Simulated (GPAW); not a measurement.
# Work function of TiSi2N4 monolayer at several levels

Wanted: work functions and dipole of TiSi2N4 monolayer, with the cost of each level. Where a layer proves gapped, the work function hangs on where the smearing puts the Fermi level, and the band edges take its place.

Calculated with GPAW 26.7.0; GPAW, PAW setups; layer in a repeated cell with vacuum, relaxation of atoms and in-plane cell, in the first sound run; inputs show where later runs differ.

**1. The starting structure**

The cell holds 7 atoms: 4 N, 2 Si and 1 Ti. Its edges and angles: a = 2.920 Å, b = 2.920 Å, c = 21.043 Å, α = 90.0°, β = 90.0°, γ = 120.0°. Vacuum lies along c.

**2. Relaxation**

Forces are removed first; all later runs use this geometry.

The input, run.py:

```python
import json
import numpy as np
from ase import Atoms
from ase.filters import FrechetCellFilter
from ase.optimize import BFGS
from gpaw import GPAW, PW

slab = Atoms(
    ['N', 'Si', 'N', 'Ti', 'N', 'Si', 'N'],
    positions=[
        [0.00000, 0.00000, 7.00000],
        [-0.00000, 1.68586, 7.46943],
        [-0.00000, 1.68586, 9.21943],
        [0.00000, 0.00000, 10.52126],
        [-0.00000, 1.68586, 11.82310],
        [-0.00000, 1.68586, 13.57310],
        [0.00000, 0.00000, 14.04253]],
    cell=[[2.92, 0.0, 0.0], [-1.46, 2.52879, 0.0], [0.0, 0.0, 21.0425]],
    pbc=[True, True, True])

slab.calc = GPAW(mode=PW(600), xc='PBE', kpts={'size': (12, 12, 1), 'gamma': True},
                 occupations={'name': 'fermi-dirac', 'width': 0.05}, nbands='200%',
                 convergence={'density': 1e-05}, maxiter=200,
                 symmetry={'tolerance': 1e-3}, txt='slab.txt')
result = {}
# The in-plane cell is free; stress needs a cell that repeats along all three vectors
path = []
opt = BFGS(FrechetCellFilter(slab, mask=[1, 1, 0, 0, 0, 1]), maxstep=0.2)
opt.attach(lambda: path.append((slab.get_potential_energy(), slab.positions.tolist(), slab.get_forces().tolist())))
result['relaxed'] = bool(opt.run(fmax=0.02, steps=45))
result['path'] = path
result['cell'] = slab.cell.tolist()
print('in-plane lattice', slab.cell.cellpar().round(4)[[0, 1, 5]])
energy = slab.get_potential_energy()
fermi = slab.calc.get_fermi_level()
v = slab.calc.get_electrostatic_potential().mean((0, 1)) - fermi
n = slab.calc.get_pseudo_density().mean((0, 1))
L = slab.cell[2, 2]
z = np.arange(len(v)) * L / len(v)
low, high = slab.positions[:, 2].min(), slab.positions[:, 2].max()
below, above = np.interp([low - 4.8, high + 4.8], z, v)
slopes = [np.interp(x, z, np.gradient(v, z)) for x in (low - 4.8, high + 4.8)]
eps = np.array([[slab.calc.get_eigenvalues(k, s) for k in range(len(slab.calc.get_ibz_k_points()))]
                for s in range(slab.calc.get_number_of_spins())]) - fermi
top, bottom = eps[eps < 0].max(), eps[eps > 0].min()
dipole = slab.get_dipole_moment()[2]
print(f'energy {energy:.4f} eV, Fermi level {fermi:.4f} eV, dipole {dipole:.5f} e A')
print(f'potential 4.8 A off the faces, from the Fermi level: lower {below:.4f} eV, upper {above:.4f} eV')
print(f'slope of the potential there: lower {slopes[0]:.5f}, upper {slopes[1]:.5f} eV/A')
print(f'nearest levels on the mesh: {top:.4f} and {bottom:.4f} eV')
print('magnetic moment', round(slab.get_magnetic_moment(), 3))
result.update(energy=energy, fermi=fermi, dipole=dipole, below=below, above=above, slopes=slopes, edges=[top, bottom],
              z=z.tolist(), v=v.tolist(), n=n.tolist(), positions=slab.positions.tolist(),
              forces=slab.get_forces(apply_constraint=False).tolist(), moments=slab.get_magnetic_moments().tolist())
json.dump(result, open('result.json', 'w'))
```

Command:

```bash
> OMP_NUM_THREADS=1 OPENBLAS_NUM_THREADS=1 python run.py
```

The log of the run:

```text
Step          Energy          fmax
BFGS:    0      -57.021492        2.649501
BFGS:    1      -57.211982        1.375182
BFGS:    2      -57.330686        0.481657
BFGS:    3      -57.337959        0.429556
BFGS:    4      -57.351218        0.414380
BFGS:    5      -57.353023        0.267708
BFGS:    6      -57.353720        0.078844
BFGS:    7      -57.355048        0.073364
BFGS:    8      -57.360184        0.067837
BFGS:    9      -57.365547        0.067158
BFGS:   10      -57.369503        0.028522
BFGS:   11      -57.370018        0.004372
in-plane lattice [  2.9093   2.9093 120.    ]
energy -57.3700 eV, Fermi level 0.4256 eV, dipole 0.00047 e A
potential 4.8 A off the faces, from the Fermi level: lower 6.1256 eV, upper 6.1230 eV
slope of the potential there: lower -0.00013, upper 0.00128 eV/A
nearest levels on the mesh: -0.6344 and 0.7420 eV
magnetic moment 0.0
```

It took 11 min on 1 thread of Intel Xeon Platinum 8488C (Sapphire Rapids), shared host; peak memory 0.43 GiB.

This step gave:

```yaml
dipole_along_the_normal: 4.75e-4 e·Å
levels_nearest_the_fermi_level_on_the_mesh: -0.6344, 0.7420 eV from the Fermi level
```

The electrostatic potential energy of an electron (without an applied field's), less the Fermi level, planar mean oscillates, so the rows of the table below give means over windows of 1.05 Å about each position, cut where the curve ends. Its maxima inside the range that stand out by 2 % of the span (Å: eV): 8.7: 0.780, 9.7: -6.59, 11.3: -6.59, 12.4: 0.776. Its minima: 7.2: -22.3, 9.4: -12.0, 10.5: -20.5, 11.7: -12.0, 13.9: -22.3.

Table of electrostatic potential energy of an electron (without an applied field's), less the Fermi level, planar mean by z; means over each step:

```
z (Å)  electrostatic potential energy of an electron (without an applied field's), less the Fermi level, planar mean (eV)
 0.53                                                                                                                6.13
 1.58                                                                                                                6.13
 2.63                                                                                                                6.13
 3.68                                                                                                                6.12
 4.73                                                                                                                6.10
 5.78                                                                                                                5.20
 6.83                                                                                                               -11.2
 7.88                                                                                                               -12.8
 8.93                                                                                                               -3.97
 9.98                                                                                                               -11.7
11.03                                                                                                               -12.1
12.08                                                                                                               -4.36
13.13                                                                                                               -11.9
14.18                                                                                                               -12.2
15.23                                                                                                                5.05
16.28                                                                                                                6.09
17.33                                                                                                                6.12
18.38                                                                                                                6.12
19.43                                                                                                                6.12
20.48                                                                                                                6.12
```

Pseudo valence density, planar mean against z:

```
z (Å)  pseudo valence density, planar mean (e/Å³)
  4.0                                      1.1e-4
  4.5                                      5.4e-4
  5.0                                     0.00274
  5.5                                      0.0143
  6.0                                      0.0770
  6.5                                       0.378
  7.0                                       0.857
  7.5                                       0.602
  8.0                                       0.284
  8.5                                       0.274
  9.0                                       0.567
  9.5                                       0.753
 10.0                                       0.774
 10.5                                        1.61
 11.0                                       0.846
 11.5                                       0.742
 12.0                                       0.600
 12.5                                       0.284
 13.0                                       0.272
 13.5                                       0.554
 14.0                                       0.866
 14.5                                       0.430
 15.0                                      0.0899
 15.5                                      0.0165
 16.0                                     0.00311
 16.5                                      6.0e-4
 17.0                                      1.2e-4
```

The relaxation lowered the energy of the cell by 0.349 eV (energies extrapolated to zero smearing; the optimiser's log prints free energies). The largest force left on a free atom is 0.0044 eV/Å.

**3. The slab's potential**

The work function is the vacuum plateau of the electrostatic potential less the Fermi level; a dipole layer lets the two faces have plateaus of their own.

This step: GPAW, PAW setups; slab in vacuum (GPAW 26.7.0).

The cell differs from the one that the last finished run ended in (c 21.043 → 20.959 Å).

Changes to run.py since step 2:

```diff
@@ -3,4 +3,2 @@
 from ase import Atoms
-from ase.filters import FrechetCellFilter
-from ase.optimize import BFGS
 from gpaw import GPAW, PW
@@ -10,25 +8,18 @@
     positions=[
-        [0.00000, 0.00000, 7.00000],
-        [-0.00000, 1.68586, 7.46943],
-        [-0.00000, 1.68586, 9.21943],
-        [0.00000, 0.00000, 10.52126],
-        [-0.00000, 1.68586, 11.82310],
-        [-0.00000, 1.68586, 13.57310],
-        [0.00000, 0.00000, 14.04253]],
-    cell=[[2.92, 0.0, 0.0], [-1.46, 2.52879, 0.0], [0.0, 0.0, 21.0425]],
-    pbc=[True, True, True])
+        [0.00000, -0.00000, 7.00000],
+        [0.00000, 1.67966, 7.53211],
+        [0.00000, 1.67966, 9.29153],
+        [0.00000, -0.00000, 10.47960],
+        [0.00000, 1.67966, 11.66767],
+        [0.00000, 1.67966, 13.42710],
+        [0.00000, -0.00000, 13.95921]],
+    cell=[[2.90927, 0.0, 0.0], [-1.45463, 2.5195, 0.0], [0.0, 0.0, 20.9592]],
+    pbc=[True, True, False])
 
-slab.calc = GPAW(mode=PW(600), xc='PBE', kpts={'size': (12, 12, 1), 'gamma': True},
+slab.calc = GPAW(mode=PW(500), xc='PBE', kpts={'size': (12, 12, 1), 'gamma': True},
                  occupations={'name': 'fermi-dirac', 'width': 0.05}, nbands='200%',
                  convergence={'density': 1e-05}, maxiter=200,
+                 poissonsolver={'dipolelayer': 'xy'},
                  symmetry={'tolerance': 1e-3}, txt='slab.txt')
 result = {}
-# The in-plane cell is free; stress needs a cell that repeats along all three vectors
-path = []
-opt = BFGS(FrechetCellFilter(slab, mask=[1, 1, 0, 0, 0, 1]), maxstep=0.2)
-opt.attach(lambda: path.append((slab.get_potential_energy(), slab.positions.tolist(), slab.get_forces().tolist())))
-result['relaxed'] = bool(opt.run(fmax=0.02, steps=45))
-result['path'] = path
-result['cell'] = slab.cell.tolist()
-print('in-plane lattice', slab.cell.cellpar().round(4)[[0, 1, 5]])
 energy = slab.get_potential_energy()
```

The log of the run:

```text
energy -55.6154 eV, Fermi level 0.4764 eV, dipole 0.00008 e A
potential 4.8 A off the faces, from the Fermi level: lower 6.1070 eV, upper 6.1047 eV
slope of the potential there: lower -0.00152, upper 0.00152 eV/A
nearest levels on the mesh: -0.6341 and 0.7391 eV
magnetic moment 0.0
```

Run time: 40 s. Hardware: 1 thread; peak memory 0.24 GiB.

Numbers from this step:

```
dipole along the normal                    : 7.95e-5 e·Å
levels nearest the Fermi level on the mesh : -0.6341, 0.7391 eV from the Fermi level
upper work function                        : 6.105 eV
lower work function                        : 6.107 eV
upper ionisation energy                    : 6.739 eV
```

The electrostatic potential energy of an electron (without an applied field's), less the Fermi level, planar mean oscillates, so the rows of the table below give means over windows of 1.12 Å about each position, cut where the curve ends. Its maxima inside the range that stand out by 2 % of the span (Å: eV): 8.6: 0.746, 9.7: -6.56, 11.2: -6.56, 12.4: 0.746. Its minima: 7.1: -22.3, 9.4: -11.9, 10.5: -20.6, 11.6: -11.9, 13.8: -22.3.

Table of electrostatic potential energy of an electron (without an applied field's), less the Fermi level, planar mean by z; means over each step:

```
z (Å)  electrostatic potential energy of an electron (without an applied field's), less the Fermi level, planar mean (eV)
 0.56                                                                                                                6.11
 1.68                                                                                                                6.11
 2.80                                                                                                                6.11
 3.92                                                                                                                6.10
 5.04                                                                                                                6.00
 6.16                                                                                                                2.06
 7.28                                                                                                               -18.8
 8.40                                                                                                               -3.24
 9.52                                                                                                               -8.73
10.64                                                                                                               -15.0
11.76                                                                                                               -6.33
12.88                                                                                                               -8.03
14.00                                                                                                               -14.7
15.12                                                                                                                4.69
16.24                                                                                                                6.06
17.36                                                                                                                6.10
18.48                                                                                                                6.10
19.60                                                                                                                6.11
20.72                                                                                                                6.11
```

Table of pseudo valence density, planar mean by z:

z (Å), pseudo valence density, planar mean (e/Å³) and a bar:
```
        4       0.00 
        5       0.00 
        6       0.09 ###
        7       0.86 ##############################
        8       0.27 ##########
        9       0.60 #####################
       10       0.85 ##############################
       11       0.79 ############################
       12       0.57 ####################
       13       0.28 ##########
       14       0.85 ##############################
       15       0.08 ###
       16       0.00 
       17       0.00
```

Force by atom:

```
atom  x (eV/Å)  y (eV/Å)  z (eV/Å)   size
  N1     0.000     0.000    -0.151  0.151
 Si2     0.000     0.000     0.031  0.031
  N3     0.000     0.000     0.098  0.098
 Ti4     0.000     0.000     0.000  0.000
  N5     0.000     0.000    -0.098  0.098
 Si6     0.000     0.000    -0.031  0.031
  N7     0.000     0.000     0.151  0.151
```

The layer is gapped, so the Fermi level lies somewhere inside the gap, set by smearing and numerics, and these work functions are no property of the material; the band edges below the vacuum level are. The potential is flat to 0.002 eV/Å where it is read, so the vacuum is wide enough.

[end of part 1 of 3]

[Logs are printed without paths, hosts, clocks, repeated set-up lines and the standing remarks that a program may print on its own settings, such as how far it seeks lower states.]

[Hosts, paths, dates, database ids (printed as entryN), source tags and the programs' standing remarks are cut or masked in the printed files.]
